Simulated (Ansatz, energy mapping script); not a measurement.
# Spin model of GdSe in the rock-salt structure from collinear orders, part 2 of 2

Aim: the exchange couplings of GdSe in the rock-salt structure from the energies of a few collinear orders, and the ordering temperature that they give.

LDA with U = 7.5 eV on Gd f, ortho-atomic projectors; plane waves, U on orthogonalised atomic orbitals unless named otherwise, collinear spin, no spin–orbit coupling.

So far. Step 4 (Order 2: compensated +−, cell A of 4 atoms): The run ends antiferromagnetic, 4.86 meV a magnetic atom above the parallel order of its cell (energies taken at zero occupation width, not the printed F). Step 5 (Run 3 (parallel; cell B, 4 atoms)): The run ends ferromagnetic. For each magnetic atom its energy differs from the parallel run of the first cell by -4.91 meV, an error that one common reference would have brought in.

## Step 6: Run 4 (compensated +−; cell B, 4 atoms)

This order reverses 6 of the 12 neighbours at 4.07 Å, 6 of the 6 neighbours at 5.76 Å and 12 of the 24 neighbours at 7.05 Å, counted for an average magnetic atom.

Input file input.yaml:

```yaml
crystal:
  lattice:
    - [0.0, -2.878561537, -2.878561537]
    - [-2.878561537, 0.0, -2.878561537]
    - [2.878561537, 2.878561537, -5.757123074]
  atoms:
    - { symbol: Gd, position: [0.5, 0.5, 0.5], spin: 7.0 }
    - { symbol: Gd, position: [0.0, 0.0, 0.0], spin: -7.0 }
    - { symbol: Se, position: [0.75, 0.75, 0.75] }
    - { symbol: Se, position: [0.25, 0.25, 0.25] }
magnetization:
  spin_polarized: true
kpoints:
  mp_grid: { grid: [9, 9, 9] }
hamiltonian:
  xc: lda
  hubbard:
    sites:
      - { species: Gd, l: f, u_eff: 7.5 }
      - { site: 0, l: f, u_eff: 7.5, starting_ns: [{ spin: up, occupation_matrix: gd1_major }, { spin: down, occupation_matrix: gd1_minor }] }
      - { site: 1, l: f, u_eff: 7.5, starting_ns: [{ spin: up, occupation_matrix: gd1_minor }, { spin: down, occupation_matrix: gd1_major }] }
    projectors: ortho-atomic
    occupation_matrices:
      gd1_major:
        matrix:
          - [0.999, 0.0, 0.0, 0.0, 0.0, 0.0, 0.0]
          - [0.0, 0.999, 0.0, 0.0, 0.0, 0.0, 0.0]
          - [0.0, 0.0, 0.999, 0.0, 0.0, 0.0, 0.0]
          - [0.0, 0.0, 0.0, 0.999, 0.0, 0.0, 0.0]
          - [0.0, 0.0, 0.0, 0.0, 0.999, 0.0, 0.0]
          - [0.0, 0.0, 0.0, 0.0, 0.0, 0.999, 0.0]
          - [0.0, 0.0, 0.0, 0.0, 0.0, 0.0, 0.999]
      gd1_minor:
        matrix:
          - [0.006, 0.0, 0.0, 0.0, 0.0, 0.0, 0.0]
          - [0.0, 0.004, 0.0, 0.0, 0.0, -0.002, 0.0]
          - [0.0, 0.0, 0.004, 0.0, 0.0, 0.0, 0.002]
          - [0.0, 0.0, 0.0, 0.003, 0.0, 0.0, 0.0]
          - [0.0, 0.0, 0.0, 0.0, 0.002, 0.0, 0.0]
          - [0.0, -0.002, 0.0, 0.0, 0.0, 0.005, 0.0]
          - [0.0, 0.0, 0.002, 0.0, 0.0, 0.0, 0.005]
scf:
  occupations: { method: fermi_dirac, width: 0.05 }
output:
  eigenvalues: true
```

On the command line:

```sh
$ ansatz run input.yaml --threads 4 --pin off --max-ram 8192MiB --backend cpu --events-out ev --progress --plain --runs-dir out
```

Numbers of over 12 decimals in the logs are rounded to 6 here.

Log:

```text
[...]
Crystal: 4 atoms, lattice volume = 95.408 Å³
Basis set: ecut = 420 eV, 1853 PW (Γ)
Bands: 50, of which v1, the nominal top of the filled ones, is band 34 counted from 1 (33 counted from 0)
Symmetry: 4 space group operations
k-points: 205 of 729
[...]
Starting moments: Σ|m| = 14 μB on 2 of 4 sites
[...]
k-point 1 ↑: bands = [... 30 lower, 11.2649, 11.3895, 11.3895, 14.1101, 14.1138, 14.1138, 15.1180, 15.1180, ... 12 higher]
  k-point 2 ↑: bands = [... 30 lower, 10.7160, 11.1009, 11.1009, 14.1754, 14.2717, 14.2717, 15.4899, 15.5395, ... 12 higher]
  k-point 204 ↓: bands = [... 30 lower, 9.6608, 9.8290, 9.9965, 13.8917, 14.6867, 16.2665, 16.4127, 16.6798, ... 12 higher]
Occupation matrices written to <dir>
[key lines of the parts left out:]
SCF converged after 12 iterations
Magnetization: 0.0000 μB (34.0000 up, 34.0000 down)
Free energy (F): -29027.308149 eV
Fermi energy:    14.298406 eV
```

Run time: 15 s. Hardware: 4 threads of Arm Neoverse V2, shared host; peak memory 1.6 GiB.

The run ends antiferromagnetic, 16.74 meV a magnetic atom below the parallel order of its cell (energies taken at zero occupation width, not the printed F).

## Step 7: Order 5: parallel, cell C of 6 atoms

A new cell needs its own zero of energy.

Changes to input.yaml since step 6:

```diff
@@ -2,10 +2,12 @@
   lattice:
-    - [0.0, -2.878561537, -2.878561537]
+    - [0.0, 2.878561537, 2.878561537]
     - [-2.878561537, 0.0, -2.878561537]
-    - [2.878561537, 2.878561537, -5.757123074]
+    - [-5.757123074, -5.757123074, 5.757123074]
   atoms:
-    - { symbol: Gd, position: [0.5, 0.5, 0.5], spin: 7.0 }
-    - { symbol: Gd, position: [0.0, 0.0, 0.0], spin: -7.0 }
-    - { symbol: Se, position: [0.75, 0.75, 0.75] }
-    - { symbol: Se, position: [0.25, 0.25, 0.25] }
+    - { symbol: Gd, position: [0.0, 0.0, 0.0], spin: 7.0 }
+    - { symbol: Gd, position: [0.333333333, 0.666666667, 0.666666667], spin: 7.0 }
+    - { symbol: Gd, position: [0.666666667, 0.333333333, 0.333333333], spin: 7.0 }
+    - { symbol: Se, position: [0.666666667, 0.333333333, 0.833333333] }
+    - { symbol: Se, position: [0.0, 0.0, 0.5] }
+    - { symbol: Se, position: [0.333333333, 0.666666667, 0.166666667] }
 magnetization:
@@ -13,3 +15,3 @@
 kpoints:
-  mp_grid: { grid: [9, 9, 9] }
+  mp_grid: { grid: [9, 9, 4] }
 hamiltonian:
@@ -20,3 +22,4 @@
       - { site: 0, l: f, u_eff: 7.5, starting_ns: [{ spin: up, occupation_matrix: gd1_major }, { spin: down, occupation_matrix: gd1_minor }] }
-      - { site: 1, l: f, u_eff: 7.5, starting_ns: [{ spin: up, occupation_matrix: gd1_minor }, { spin: down, occupation_matrix: gd1_major }] }
+      - { site: 1, l: f, u_eff: 7.5, starting_ns: [{ spin: up, occupation_matrix: gd1_major }, { spin: down, occupation_matrix: gd1_minor }] }
+      - { site: 2, l: f, u_eff: 7.5, starting_ns: [{ spin: up, occupation_matrix: gd1_major }, { spin: down, occupation_matrix: gd1_minor }] }
     projectors: ortho-atomic
```

Log:

```text
[...]
Crystal: 6 atoms, lattice volume = 143.113 Å³
Basis set: ecut = 420 eV, 2793 PW (Γ)
Bands: 74, of which v1, the nominal top of the filled ones, is band 51 counted from 1 (50 counted from 0)
Symmetry: 12 space group operations
k-points: 95 of 324
[...]
Starting moments: Σ|m| = 21 μB on 3 of 6 sites
[...]
k-point 0 ↑: bands = [... 47 lower, 4.4941, 4.4942, 4.4961, 4.4961, 8.2290, 8.2290, 9.7161, 9.7161, ... 19 higher]
  k-point 1 ↑: bands = [... 47 lower, 4.4944, 4.4955, 4.4965, 4.5193, 7.6575, 9.0652, 9.4327, 9.4327, ... 19 higher]
  k-point 2 ↑: bands = [... 47 lower, 4.4948, 4.4948, 4.4967, 4.5459, 7.4501, 9.3359, 9.3359, 10.0650, ... 19 higher]
  k-point 94 ↓: bands = [... 47 lower, 16.8427, 16.9100, 16.9327, 16.9449, 16.9500, 16.9510, 16.9513, 16.9824, ... 19 higher]
Occupation matrices written to <dir>
[key lines of the parts left out:]
SCF converged after 12 iterations
Magnetization: 21.5701 μB (61.7850 up, 40.2150 down)
Free energy (F): -43540.904645 eV
Fermi energy:    14.329181 eV
```

It took 32 s on 4 threads; peak memory 1.8 GiB; 2.1 min of CPU time.

The run ends ferromagnetic. For each magnetic atom its energy differs from the parallel run of the first cell by -3.11 meV, an error that one common reference would have brought in.

## Step 8: Uncompensated ++− start in cell C (6 atoms)

This order reverses 4 of the 12 neighbours at 4.07 Å, 4 of the 6 neighbours at 5.76 Å and 12 of the 24 neighbours at 7.05 Å, counted for an average magnetic atom.

Changes to input.yaml since step 7:

```diff
@@ -8,3 +8,3 @@
     - { symbol: Gd, position: [0.333333333, 0.666666667, 0.666666667], spin: 7.0 }
-    - { symbol: Gd, position: [0.666666667, 0.333333333, 0.333333333], spin: 7.0 }
+    - { symbol: Gd, position: [0.666666667, 0.333333333, 0.333333333], spin: -7.0 }
     - { symbol: Se, position: [0.666666667, 0.333333333, 0.833333333] }
@@ -23,3 +23,3 @@
       - { site: 1, l: f, u_eff: 7.5, starting_ns: [{ spin: up, occupation_matrix: gd1_major }, { spin: down, occupation_matrix: gd1_minor }] }
-      - { site: 2, l: f, u_eff: 7.5, starting_ns: [{ spin: up, occupation_matrix: gd1_major }, { spin: down, occupation_matrix: gd1_minor }] }
+      - { site: 2, l: f, u_eff: 7.5, starting_ns: [{ spin: up, occupation_matrix: gd1_minor }, { spin: down, occupation_matrix: gd1_major }] }
     projectors: ortho-atomic
```

Log:

```text
[...]
Crystal: 6 atoms, lattice volume = 143.113 Å³
Basis set: ecut = 420 eV, 2793 PW (Γ)
Bands: 74, of which v1, the nominal top of the filled ones, is band 51 counted from 1 (50 counted from 0)
Symmetry: 4 space group operations
k-points: 95 of 324
[...]
Starting moments: Σ|m| = 21 μB on 3 of 6 sites
[...]
k-point 1 ↑: bands = [... 47 lower, 9.4813, 10.1947, 10.1947, 11.0365, 11.2837, 11.2837, 14.0153, 14.0654, ... 19 higher]
  k-point 2 ↑: bands = [... 47 lower, 9.9759, 10.1480, 10.6558, 10.6558, 10.8202, 10.8202, 14.0510, 14.2570, ... 19 higher]
  k-point 94 ↓: bands = [... 47 lower, 14.2996, 15.5545, 16.2428, 16.5001, 16.5696, 16.6557, 16.8275, 16.8440, ... 19 higher]
Occupation matrices written to <dir>
[key lines of the parts left out:]
SCF converged after 12 iterations
Magnetization: 7.1812 μB (54.5906 up, 47.4094 down)
Free energy (F): -43540.935063 eV
Fermi energy:    14.303569 eV
```

It took 32 s on 4 threads; peak memory 1.8 GiB.

The run ends ferrimagnetic, 10.21 meV a magnetic atom below the parallel order of its cell (energies taken at zero occupation width, not the printed F).

## Step 9: Run 7 (parallel; cell D, 6 atoms)

A new cell needs its own zero of energy.

This run holds the same structure in another cell (b 4.071 → 5.757 Å, c 9.972 → 7.051 Å, α 90.0 → 114.1°, β 90.0 → 106.8°, γ 120.0 → 90.0°).

Input file input.yaml:

```yaml
crystal:
  lattice:
    - [0.0, -2.878561537, -2.878561537]
    - [-5.757123074, 0.0, 0.0]
    - [2.878561537, 5.757123074, -2.878561537]
  atoms:
    - { symbol: Gd, position: [0.666666667, 0.666666667, 0.333333333], spin: 7.0 }
    - { symbol: Gd, position: [0.333333333, 0.333333333, 0.666666667], spin: 7.0 }
    - { symbol: Gd, position: [0.0, 0.0, 0.0], spin: 7.0 }
    - { symbol: Se, position: [0.666666667, 0.166666667, 0.333333333] }
    - { symbol: Se, position: [0.333333333, 0.833333333, 0.666666667] }
    - { symbol: Se, position: [0.0, 0.5, 0.0] }
magnetization:
  spin_polarized: true
kpoints:
  mp_grid: { grid: [8, 8, 8] }
hamiltonian:
  xc: lda
  hubbard:
    sites:
      - { species: Gd, l: f, u_eff: 7.5 }
      - { site: 0, l: f, u_eff: 7.5, starting_ns: [{ spin: up, occupation_matrix: gd1_major }, { spin: down, occupation_matrix: gd1_minor }] }
      - { site: 1, l: f, u_eff: 7.5, starting_ns: [{ spin: up, occupation_matrix: gd1_major }, { spin: down, occupation_matrix: gd1_minor }] }
      - { site: 2, l: f, u_eff: 7.5, starting_ns: [{ spin: up, occupation_matrix: gd1_major }, { spin: down, occupation_matrix: gd1_minor }] }
    projectors: ortho-atomic
    occupation_matrices:
      gd1_major:
        matrix:
          - [0.999, 0.0, 0.0, 0.0, 0.0, 0.0, 0.0]
          - [0.0, 0.999, 0.0, 0.0, 0.0, 0.0, 0.0]
          - [0.0, 0.0, 0.999, 0.0, 0.0, 0.0, 0.0]
          - [0.0, 0.0, 0.0, 0.999, 0.0, 0.0, 0.0]
          - [0.0, 0.0, 0.0, 0.0, 0.999, 0.0, 0.0]
          - [0.0, 0.0, 0.0, 0.0, 0.0, 0.999, 0.0]
          - [0.0, 0.0, 0.0, 0.0, 0.0, 0.0, 0.999]
      gd1_minor:
        matrix:
          - [0.006, 0.0, 0.0, 0.0, 0.0, 0.0, 0.0]
          - [0.0, 0.004, 0.0, 0.0, 0.0, -0.002, 0.0]
          - [0.0, 0.0, 0.004, 0.0, 0.0, 0.0, 0.002]
          - [0.0, 0.0, 0.0, 0.003, 0.0, 0.0, 0.0]
          - [0.0, 0.0, 0.0, 0.0, 0.002, 0.0, 0.0]
          - [0.0, -0.002, 0.0, 0.0, 0.0, 0.005, 0.0]
          - [0.0, 0.0, 0.002, 0.0, 0.0, 0.0, 0.005]
scf:
  occupations: { method: fermi_dirac, width: 0.05 }
output:
  eigenvalues: true
```

Log:

```text
[...]
Crystal: 6 atoms, lattice volume = 143.113 Å³
Basis set: ecut = 420 eV, 2811 PW (Γ)
Bands: 74, of which v1, the nominal top of the filled ones, is band 51 counted from 1 (50 counted from 0)
Symmetry: 12 space group operations
k-points: 150 of 512
[...]
Starting moments: Σ|m| = 21 μB on 3 of 6 sites
[...]
k-point 0 ↑: bands = [... 47 lower, 4.4940, 4.4944, 4.4989, 4.4989, 8.5263, 8.5263, 9.4034, 9.4034, ... 19 higher]
  k-point 1 ↑: bands = [... 47 lower, 4.4911, 4.4922, 4.4941, 4.5080, 8.2116, 9.0553, 9.2969, 9.5288, ... 19 higher]
  k-point 2 ↑: bands = [... 47 lower, 4.4879, 4.4883, 4.4930, 4.4958, 8.1662, 9.2330, 9.4956, 9.7160, ... 19 higher]
  k-point 149 ↓: bands = [... 47 lower, 16.9265, 16.9306, 16.9306, 16.9533, 16.9538, 16.9556, 16.9562, 16.9562, ... 19 higher]
Occupation matrices written to <dir>
[key lines of the parts left out:]
SCF converged after 12 iterations
Magnetization: 21.7276 μB (61.8638 up, 40.1362 down)
Free energy (F): -43540.899570 eV
Fermi energy:    14.328718 eV
```

Wall time 59 s (4 threads); peak memory 2.5 GiB.

The run ends ferromagnetic. For each magnetic atom its energy differs from the parallel run of the first cell by -1.27 meV, an error that one common reference would have brought in.

## Step 10: Order 8: uncompensated ++−, cell D of 6 atoms

This order reverses 6.67 of the 12 neighbours at 4.07 Å, 2.67 of the 6 neighbours at 5.76 Å and 8 of the 24 neighbours at 7.05 Å, counted for an average magnetic atom.

Changes to input.yaml since step 9:

```diff
@@ -8,3 +8,3 @@
     - { symbol: Gd, position: [0.333333333, 0.333333333, 0.666666667], spin: 7.0 }
-    - { symbol: Gd, position: [0.0, 0.0, 0.0], spin: 7.0 }
+    - { symbol: Gd, position: [0.0, 0.0, 0.0], spin: -7.0 }
     - { symbol: Se, position: [0.666666667, 0.166666667, 0.333333333] }
@@ -23,3 +23,3 @@
       - { site: 1, l: f, u_eff: 7.5, starting_ns: [{ spin: up, occupation_matrix: gd1_major }, { spin: down, occupation_matrix: gd1_minor }] }
-      - { site: 2, l: f, u_eff: 7.5, starting_ns: [{ spin: up, occupation_matrix: gd1_major }, { spin: down, occupation_matrix: gd1_minor }] }
+      - { site: 2, l: f, u_eff: 7.5, starting_ns: [{ spin: up, occupation_matrix: gd1_minor }, { spin: down, occupation_matrix: gd1_major }] }
     projectors: ortho-atomic
```

Log:

```text
[...]
Crystal: 6 atoms, lattice volume = 143.113 Å³
Basis set: ecut = 420 eV, 2811 PW (Γ)
Bands: 74, of which v1, the nominal top of the filled ones, is band 51 counted from 1 (50 counted from 0)
Symmetry: 4 space group operations
k-points: 150 of 512
[...]
Starting moments: Σ|m| = 21 μB on 3 of 6 sites
[...]
k-point 1 ↑: bands = [... 47 lower, 9.5749, 9.6562, 10.0417, 11.1533, 11.3197, 11.4407, 13.6310, 13.9954, ... 19 higher]
  k-point 2 ↑: bands = [... 47 lower, 9.7624, 9.8640, 10.3679, 10.3815, 10.8473, 11.1766, 12.9230, 14.1307, ... 19 higher]
  k-point 149 ↓: bands = [... 47 lower, 15.1401, 15.7655, 15.7821, 16.1981, 16.4112, 16.6896, 16.8442, 16.8598, ... 19 higher]
Occupation matrices written to <dir>
[key lines of the parts left out:]
SCF converged after 14 iterations
Magnetization: 7.2519 μB (54.6259 up, 47.3741 down)
Free energy (F): -43540.923602 eV
Fermi energy:    14.311098 eV
```

Wall time 73 s (4 threads); peak memory 2.6 GiB; 4.7 min of CPU time.

The run ends ferrimagnetic, 7.50 meV a magnetic atom below the parallel order of its cell (energies taken at zero occupation width, not the printed F).

## Step 11: From energies to couplings

Each energy difference is a sum of couplings weighted by the pairs that the order reverses. A few near shells are fitted to the differences by least squares. Energies are those extrapolated to zero occupation width, not the free energies F.

Energies from the parallel order of the same cell:

| order | atoms | energy (meV a magnetic atom) | moments (μB) | moments kept as typed | opposed neighbours at 4.07, 5.76, 7.05 Å |
| --- | --- | --- | --- | --- | --- |
| parallel in cell A | 4 | 0.00 | 7.09 | yes | 0, 0, 0 |
| compensated +− in cell A | 4 | 4.86 | 7.07 | yes | 8, 0, 16 |
| parallel in cell B | 4 | 0.00 | 7.07 | yes | 0, 0, 0 |
| compensated +− in cell B | 4 | -16.74 | 7.11 | yes | 6, 6, 12 |
| parallel in cell C | 6 | 0.00 | 7.07 | yes | 0, 0, 0 |
| uncompensated ++− in cell C | 6 | -10.21 | 7.08 to 7.10 | yes | 4, 4, 12 |
| parallel in cell D | 6 | 0.00 | 7.08 | yes | 0, 0, 0 |
| uncompensated ++− in cell D | 6 | -7.50 | 7.09 | yes | 6.67, 2.67, 8 |

Couplings from the energies, with E = −Σ J e·e over ordered pairs:

| pair | distance (Å) | neighbours | J (meV) |
| --- | --- | --- | --- |
| Gd–Gd | 4.07 | 12 | -0.0824 |
| Gd–Gd | 5.76 | 6 | -1.72 |
| Gd–Gd | 7.05 | 24 | 0.189 |

Adding the shell at 8.14 Å gives -0.035, -1.7, 0.17 and -0.051 meV and a mean-field temperature of 74.2 K, an exact solve that tests nothing.

Limits of this fit: the parallel runs differ by 4.9 meV between cells, so mesh or basis is not converged.

In mean field these couplings order at 79.8 K, at q = (0.50, 0.50, 0.50) in fractions of the conventional cell's reciprocal vectors, and give a Curie–Weiss temperature of -52.4 K.

## Step 12: Finite temperature

Mean field ignores fluctuations and overstates the ordering temperature, so the model is also sampled. The heat capacity peaks where order sets in.

Classical unit spins with these couplings on 8×8×4 copies of a cell that holds the lowest order (512 spins), heat-bath sweeps, cooled from random directions, 1009 sweeps to settle and 3027 measured at each temperature, averaged over 4 runs.

| T (K) | order along the lowest pattern | net moment | heat capacity (k_B a spin) |
| --- | --- | --- | --- |
| 9.58 | 0.49 | 0.01 | 1.06 |
| 16.4 | 0.38 | 0.01 | 1.10 |
| 26.6 | 0.37 | 0.02 | 1.19 |
| 33.4 | 0.37 | 0.02 | 1.30 |
| 40.2 | 0.32 | 0.02 | 1.41 |
| 50.4 | 0.29 | 0.02 | 1.73 |
| 53.8 | 0.26 | 0.02 | 1.89 |
| 57.2 | 0.22 | 0.03 | 1.84 |
| 64.0 | 0.16 | 0.03 | 1.23 |
| 70.8 | 0.12 | 0.03 | 0.68 |
| 81.0 | 0.09 | 0.03 | 0.38 |
| 87.8 | 0.08 | 0.03 | 0.29 |

The smoothed heat capacity peaks at 54.3 K. The order column follows one pattern alone; equivalent domains or another pattern share the rest.

## Step 13: Outcome

* lowest order tried: compensated +− in cell B
* largest fitted value, Gd–Gd at 5.76 Å: -1.72 meV
* ordering temperature, mean field: 79.8 K
* heat-capacity peak, Monte Carlo: 54.3 K

Of the orders tried, GdSe in the rock-salt structure prefers the order “compensated +− in cell B” under LDA+U (7.5 eV), with 6 of 12 neighbours at 4.07 Å, 6 of 6 neighbours at 5.76 Å and 12 of 24 neighbours at 7.05 Å opposed, and the heat capacity of the fitted model peaks near 54 K (Monte Carlo, classical spins). The largest fitted coupling is the Gd–Gd pair at 5.76 Å, antiferromagnetic at -1.7 meV, across a ligand at about 180°. The orders also reverse pairs at 8.14 Å, which are not fitted, so the fitted values hold their part too. With 4 differences for 3 couplings the fit misses by 0.34 meV at most, a small part of the spread. In the fitted orders moments change by up to 0.56 % against the parallel run of the same cell, so their size stays put. Every order is gapless on its mesh at this level. In a metal exchange reaches farther, and a short model of fixed moments is less apt; where the compound is in fact an insulator, these couplings come from a wrongly metallic state. The fit is in doubt: the parallel runs differ by 4.9 meV between cells, so mesh or basis is not converged. The couplings are then rough, the small ones most of all. Monte Carlo puts the peak at 0.68 of the mean-field temperature, since mean field leaves out fluctuations. In tests on simple cubic and body-centred models such peaks lay 5 to 6 % under the bulk value. On cooling, the order along the one computed pattern stays at or under 0.49: the model settles in an equivalent domain, a degenerate mixture or another order. The cell was built from a prototype and relaxed; a distortion that needs a larger cell, or another structure that the compound may prefer, is not captured.

[Logs and program files are shortened in this print: banners, set-up blocks, solver, clock and traceback lines can be left out without a mark of their own.]

[Logs are printed without paths, hosts, clocks, repeated set-up lines and the standing remarks that a program may print on its own settings, such as how far it seeks lower states.]

[Hosts, paths, dates, database ids (printed as entryN), source tags and the programs' standing remarks are cut or masked in the printed files.]

[Where a cell is said to come from a database of computed structures, the database is the Materials Project.]
